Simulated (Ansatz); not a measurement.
# Localised basis functions on generalised stacking fault on (111) (glide set) of a Ge-Si solid solution (72 atoms)

Wanted: errors and times of a linear-scaling basis for generalised stacking fault on (111) (glide set) of a Ge-Si solid solution (72 atoms). A setting counts as converged where the r.m.s. difference of forces stays under 1 % of the r.m.s. force.

Calculated with Ansatz 0.2.0; Kohn-Sham DFT, PBE, PAW (set soft_2), plane waves.

Report form: the programs' logs are mostly left out.

## (1) Set-up

The cell holds 72 atoms: 51 Ge and 21 Si. Cell: a = 6.849 Å, b = 11.862 Å, c = 19.704 Å, α = 90.0°, β = 83.3°, γ = 90.0°. It derives from Ge and Si. Diamond-structure Ge lattice (a = 5.5919 Å, the value set for the mixture), cell with z along [111], 1 x 3 x 2 periods; the third cell vector is tilted by 0.333 of 1/2[11-2] and lengthened by 0.2 Å, so the cell holds one fault (glide set); displaced by a Gaussian of 0.01 Å; 21 of 72 Ge sites given to Si at random (lattice constant by Vegard's rule between Ge and Si).

Before any run, some limits are plain. The host structure and its lattice constant were typed by rule, without a check against the phase diagram.

## (2) Plane-wave single point

The first run uses the default basis; a harder plane-wave run follows as the reference for the support functions.

Input file input.yaml:

```yaml
crystal:
  lattice:
    - [6.84865, 0.0, 0.0]
    - [0.0, 11.86221, 0.0]
    - [2.28286, 0.0, 19.57091]
  atoms:
    - { symbol: Ge, position: [0.49154, 0.16762, 0.0209] }
    - { symbol: Ge, position: [0.44994, 0.16677, 0.14499] }
    - { symbol: Ge, position: [0.77068, 0.16683, 0.18546] }
    - { symbol: Si, position: [0.72874, 0.16645, 0.30862] }
    - { symbol: Si, position: [0.99378, 0.00021, 0.02095] }
    - { symbol: Ge, position: [0.95191, 0.99899, 0.14373] }
    - { symbol: Si, position: [0.26931, 0.9999, 0.18511] }
    - { symbol: Ge, position: [0.22748, 0.00087, 0.31042] }
[... 60 atom lines left out ...]
    - { symbol: Si, position: [0.88323, 0.4992, 0.8467] }
    - { symbol: Si, position: [0.84538, 0.50099, 0.96973] }
    - { symbol: Ge, position: [0.88568, 0.83368, 0.84522] }
    - { symbol: Si, position: [0.84289, 0.83374, 0.969] }
kpoints:
  mp_grid: { grid: [2, 1, 1] }
hamiltonian:
  xc: pbe
scf:
  occupations: { method: gaussian, width: 0.05 }
output:
  forces: true
  stress: true
  populations: intrinsic
  dos:
    method: { smearing: { sigma: 0.08 } }
    de: 0.1
    projected: { site_lists: { Ge: [Ge], Si: [Si] } }
  eigenvalues: true
  write_density: true
  write_potential: true
  volumetric_format: npy
```

The run is started by

```bash
ansatz run input.yaml --threads 8 --pin off --max-ram 15872MiB --backend cpu --events-out ev --progress --plain --runs-dir out
```

It took 52 s on 8 threads of Arm Neoverse V1, shared host; peak memory 6.7 GiB.

The run gave:

```
free energy                                      : -232387.7661 eV
free energy per atom                             : -3227.6079 eV/atom
SCF cycles                                       : 9
pressure                                         : 2.159 GPa
r.m.s. force component                           : 0.4668 eV/Å
longest force                                    : 1.951 eV/Å
Fermi energy                                     : 8.248 eV
gap (highest filled to lowest empty level) : 0.2039 eV
```

The r.m.s. force component of 0.47 eV/Å sets the scale for the differences below.

## (3) Plane waves at 750 eV (750 eV)

The grid of the support functions holds more waves than the default cutoff, so they are judged against a harder plane-wave run.

input.yaml, the sections that differ from step 2:

```yaml
output:
  forces: true
  eigenvalues: true
basis:
  ecutwfc: "750 eV"
# crystal, kpoints, hamiltonian, scf: as in step 2
```

It took 52 s on 8 threads; peak memory 9.1 GiB.

The program notes that it cut back its work space to fit the memory limit.

Forces differ from the reference by 0.051 meV/Å r.m.s., 0.011 % of their size, well within a tolerance of 1 %; the energy by -0.91 meV/atom.

## (4) Support functions medium

The cell is solved in localised support functions. The level medium gives here a grid of 30×54×90 points and a radius of 4.19 Å. Besides, the program derives a nominal cutoff of 420 eV for this run, against the reference's 750.

This step: Kohn-Sham DFT, PBE, PAW (set soft_2), localised support functions (medium) (Ansatz 0.2.0).

input.yaml, the sections that differ from step 3:

```yaml
scf:
  occupations: { method: gaussian, width: 0.05 }
  eigensolver: { kind: { support_functions: { accuracy: medium } } }
  mixing: { beta: 0.4 }
  max_iter: 150
# crystal, kpoints, hamiltonian, output: as in step 3
# basis: removed
```

Elapsed: 72 s, on 8 threads; peak memory 3.4 GiB; 9.3 min of CPU time.

The program notes that the band table was not solved further than the SCF left it and it switched symmetry off.

Keys that differ from the reference: basis.ecutwfc removed, support_functions.accuracy = "medium", scf.max_iter = 150 and scf.mixing.beta = 0.4.

Forces differ from the reference by 0.19 meV/Å r.m.s., 0.040 % of their size, well within a tolerance of 1 %; the energy by -0.15 meV/atom. It took 1.4 times the reference's time (shared host, so rough).

## (5) Support functions low

The level low is asked for. Here it resolves to the same grid and radius as in the run with support functions medium, so the basis is not new. Besides, the program derives a nominal cutoff of 420 eV for this run, against the reference's 750.

This step: Kohn-Sham DFT, PBE, PAW (set soft_2), localised support functions (low) (Ansatz 0.2.0).

input.yaml, the sections that differ from step 4:

```yaml
scf:
  occupations: { method: gaussian, width: 0.05 }
  eigensolver: { kind: { support_functions: { accuracy: low } } }
  mixing: { beta: 0.4 }
  max_iter: 150
# crystal, kpoints, hamiltonian, output: as in step 4
```

Run time: 72 s. Hardware: 8 threads; peak memory 3.4 GiB.

Keys that differ from the reference: basis.ecutwfc removed, support_functions.accuracy = "low", scf.max_iter = 150 and scf.mixing.beta = 0.4.

Forces differ from the reference by 0.19 meV/Å r.m.s., 0.040 % of their size, well within a tolerance of 1 %; the energy by -0.15 meV/atom. It took 1.4 times the reference's time (shared host, so rough).

## (6) Support functions high

The cell is solved in localised support functions. The level high gives here a grid of 48×72×108 points and a radius of 5.01 Å. Besides, the program derives a nominal cutoff of 420 eV for this run, against the reference's 750.

This step: Kohn-Sham DFT, PBE, PAW (set soft_2), localised support functions (high) (Ansatz 0.2.0).

input.yaml, the sections that differ from step 5:

```yaml
scf:
  occupations: { method: gaussian, width: 0.05 }
  eigensolver: { kind: { support_functions: { accuracy: high } } }
  mixing: { beta: 0.4 }
  max_iter: 150
# crystal, kpoints, hamiltonian, output: as in step 5
```

Run time: 5.2 min. Hardware: 8 threads; peak memory 7 GiB; 41 min of CPU time.

Keys that differ from the reference: basis.ecutwfc removed, support_functions.accuracy = "high", scf.max_iter = 150 and scf.mixing.beta = 0.4.

Forces differ from the reference by 0.023 meV/Å r.m.s., 0.0049 % of their size, well within a tolerance of 1 %; the energy by -0.10 meV/atom. It took 6.0 times the reference's time (shared host, so rough).

## (7) Support functions medium, radius 4.06 Å

The radius confines each support function; a larger one gives more freedom and more work per atom. Besides, the program derives a nominal cutoff of 420 eV for this run, against the reference's 750.

This step: Kohn-Sham DFT, PBE, PAW (set soft_2), localised support functions (medium) (Ansatz 0.2.0).

input.yaml, the sections that differ from step 6:

```yaml
scf:
  occupations: { method: gaussian, width: 0.05 }
  eigensolver: { kind: { support_functions: { accuracy: medium, radius: 4.06 } } }
  mixing: { beta: 0.4 }
  max_iter: 150
# crystal, kpoints, hamiltonian, output: as in step 6
```

Run time: 67 s. Hardware: 8 threads; peak memory 3.2 GiB; 8.7 min of CPU time.

Keys that differ from the reference: basis.ecutwfc removed, support_functions.accuracy = "medium", support_functions.radius = 4.06, scf.max_iter = 150 and scf.mixing.beta = 0.4.

Forces differ from the reference by 0.29 meV/Å r.m.s., 0.061 % of their size, well within a tolerance of 1 %; the energy by -0.15 meV/atom. It took 1.3 times the reference's time (shared host, so rough).

## (8) Support functions medium, radius 4.39 Å

input.yaml, the sections that differ from step 7:

```yaml
scf:
  occupations: { method: gaussian, width: 0.05 }
  eigensolver: { kind: { support_functions: { accuracy: medium, radius: 4.39 } } }
  mixing: { beta: 0.4 }
  max_iter: 150
# crystal, kpoints, hamiltonian, output: as in step 7
```

The job ended after 84 s (8 threads; peak memory 3.6 GiB; 11 min of CPU time).

Keys that differ from the reference: basis.ecutwfc removed, support_functions.accuracy = "medium", support_functions.radius = 4.39, scf.max_iter = 150 and scf.mixing.beta = 0.4.

Forces differ from the reference by 0.15 meV/Å r.m.s., 0.032 % of their size, well within a tolerance of 1 %; the energy by -0.15 meV/atom. It took 1.6 times the reference's time (shared host, so rough).

## (9) Support functions medium, radius 4.69 Å

input.yaml, the sections that differ from step 8:

```yaml
scf:
  occupations: { method: gaussian, width: 0.05 }
  eigensolver: { kind: { support_functions: { accuracy: medium, radius: 4.69 } } }
  mixing: { beta: 0.4 }
  max_iter: 150
# crystal, kpoints, hamiltonian, output: as in step 8
```

Elapsed: 1.7 min, on 8 threads; peak memory 4.1 GiB; 13 min of CPU time.

Keys that differ from the reference: basis.ecutwfc removed, support_functions.accuracy = "medium", support_functions.radius = 4.69, scf.max_iter = 150 and scf.mixing.beta = 0.4.

Forces differ from the reference by 0.11 meV/Å r.m.s., 0.024 % of their size, well within a tolerance of 1 %; the energy by -0.15 meV/atom. It took 2.0 times the reference's time (shared host, so rough).

## (10) Support functions medium, radius 5.02 Å

input.yaml, the sections that differ from step 9:

```yaml
scf:
  occupations: { method: gaussian, width: 0.05 }
  eigensolver: { kind: { support_functions: { accuracy: medium, radius: 5.02 } } }
  mixing: { beta: 0.4 }
  max_iter: 150
# crystal, kpoints, hamiltonian, output: as in step 9
```

The job ended after 2.1 min (8 threads; peak memory 4.6 GiB; 17 min of CPU time).

Keys that differ from the reference: basis.ecutwfc removed, support_functions.accuracy = "medium", support_functions.radius = 5.02, scf.max_iter = 150 and scf.mixing.beta = 0.4.

Forces differ from the reference by 0.11 meV/Å r.m.s., 0.024 % of their size, well within a tolerance of 1 %; the energy by -0.15 meV/atom. It took 2.5 times the reference's time (shared host, so rough).

## (11) Support functions medium, radius 5.65 Å

input.yaml, the sections that differ from step 10:

```yaml
scf:
  occupations: { method: gaussian, width: 0.05 }
  eigensolver: { kind: { support_functions: { accuracy: medium, radius: 5.65 } } }
  mixing: { beta: 0.4 }
  max_iter: 150
# crystal, kpoints, hamiltonian, output: as in step 10
```

The job ended after 3.6 min (8 threads; peak memory 5.5 GiB).

Keys that differ from the reference: basis.ecutwfc removed, support_functions.accuracy = "medium", support_functions.radius = 5.65, scf.max_iter = 150 and scf.mixing.beta = 0.4.

Forces differ from the reference by 0.11 meV/Å r.m.s., 0.025 % of their size, well within a tolerance of 1 %; the energy by -0.15 meV/atom. It took 4.1 times the reference's time (shared host, so rough).

## (12) Support functions medium, radius 6.28 Å

input.yaml, the sections that differ from step 11:

```yaml
scf:
  occupations: { method: gaussian, width: 0.05 }
  eigensolver: { kind: { support_functions: { accuracy: medium, radius: 6.28 } } }
  mixing: { beta: 0.4 }
  max_iter: 150
# crystal, kpoints, hamiltonian, output: as in step 11
```

Elapsed: 5.4 min, on 8 threads; peak memory 6.9 GiB.

Keys that differ from the reference: basis.ecutwfc removed, support_functions.accuracy = "medium", support_functions.radius = 6.28, scf.max_iter = 150 and scf.mixing.beta = 0.4.

Forces differ from the reference by 0.11 meV/Å r.m.s., 0.024 % of their size, well within a tolerance of 1 %; the energy by -0.15 meV/atom. It took 6.2 times the reference's time (shared host, so rough).

## (13) Support functions medium, radius 3.56 Å

The radius confines each support function; a larger one gives more freedom and more work per atom.

input.yaml, the sections that differ from step 12:

```yaml
scf:
  occupations: { method: gaussian, width: 0.05 }
  eigensolver: { kind: { support_functions: { accuracy: medium, radius: 3.56 } } }
  mixing: { beta: 0.4 }
  max_iter: 150
# crystal, kpoints, hamiltonian, output: as in step 12
```

It took 0.98 s on 8 threads; peak memory 0.31 GiB.

The program refuses radii under 3.98 Å for these atoms at this level.

## (14) The ladder side by side

Differences are against the plane-wave reference (Kohn-Sham DFT, PBE, PAW (set soft_2), plane waves), whose r.m.s. force component is 0.467 eV/Å. Energies are set beside the reference only for runs with its functional, potentials and electron count. Times are for 8 threads of Arm Neoverse V1, shared host. The reference's time includes the DOS, the stress and grids, which some other runs skip.

| run | Δ force, r.m.s. (meV/Å) | share of r.m.s. force (%) | Δ energy (meV/atom) | Δ gap (eV) | cycles | time | host memory (GiB) |
| --- | --- | --- | --- | --- | --- | --- | --- |
| reference | - | - | - | - | 9 | 52 s | 6.7 |
| plane waves at 750 eV (750 eV) | 0.051 | 0.0108 | -0.907 | 0 | 9 | 52 s | 9.1 |

## (15) All settings compared

Differences are against the run with plane waves at 750 eV (Kohn-Sham DFT, PBE, PAW (set soft_2), plane waves), whose r.m.s. force component is 0.467 eV/Å. Energies are set beside the reference only for runs with its functional, potentials and electron count. Times are for 8 threads of Arm Neoverse V1, shared host.

| run | Δ force, r.m.s. (meV/Å) | share of r.m.s. force (%) | Δ energy (meV/atom) | Δ gap (eV) | cycles | time | host memory (GiB) |
| --- | --- | --- | --- | --- | --- | --- | --- |
| reference | - | - | - | - | 9 | 52 s | 9.1 |
| support functions medium | 0.188 | 0.0402 | -0.148 | -1.0e-4 | 12 | 72 s | 3.4 |
| support functions low | 0.188 | 0.0402 | -0.148 | -1.0e-4 | 12 | 72 s | 3.4 |
| support functions high | 0.023 | 0.0049 | -0.102 | 1.0e-4 | 16 | 5.2 min | 7.0 |
| support functions medium, radius 4.06 Å | 0.286 | 0.0612 | -0.149 | -1.0e-4 | 12 | 67 s | 3.2 |
| support functions medium, radius 4.39 Å | 0.149 | 0.032 | -0.148 | -1.0e-4 | 13 | 84 s | 3.6 |
| support functions medium, radius 4.69 Å | 0.113 | 0.0242 | -0.150 | 0 | 13 | 1.7 min | 4.1 |
| support functions medium, radius 5.02 Å | 0.111 | 0.0238 | -0.150 | 0 | 13 | 2.1 min | 4.6 |
| support functions medium, radius 5.65 Å | 0.114 | 0.0245 | -0.150 | 0 | 13 | 3.6 min | 5.5 |
| support functions medium, radius 6.28 Å | 0.114 | 0.0244 | -0.150 | 0 | 14 | 5.4 min | 6.9 |

[end of part 1 of 2]

[Logs are printed without paths, hosts, clocks, repeated set-up lines and the standing remarks that a program may print on its own settings, such as how far it seeks lower states.]

[Hosts, paths, dates, database ids (printed as entryN), source tags and the programs' standing remarks are cut or masked in the printed files.]
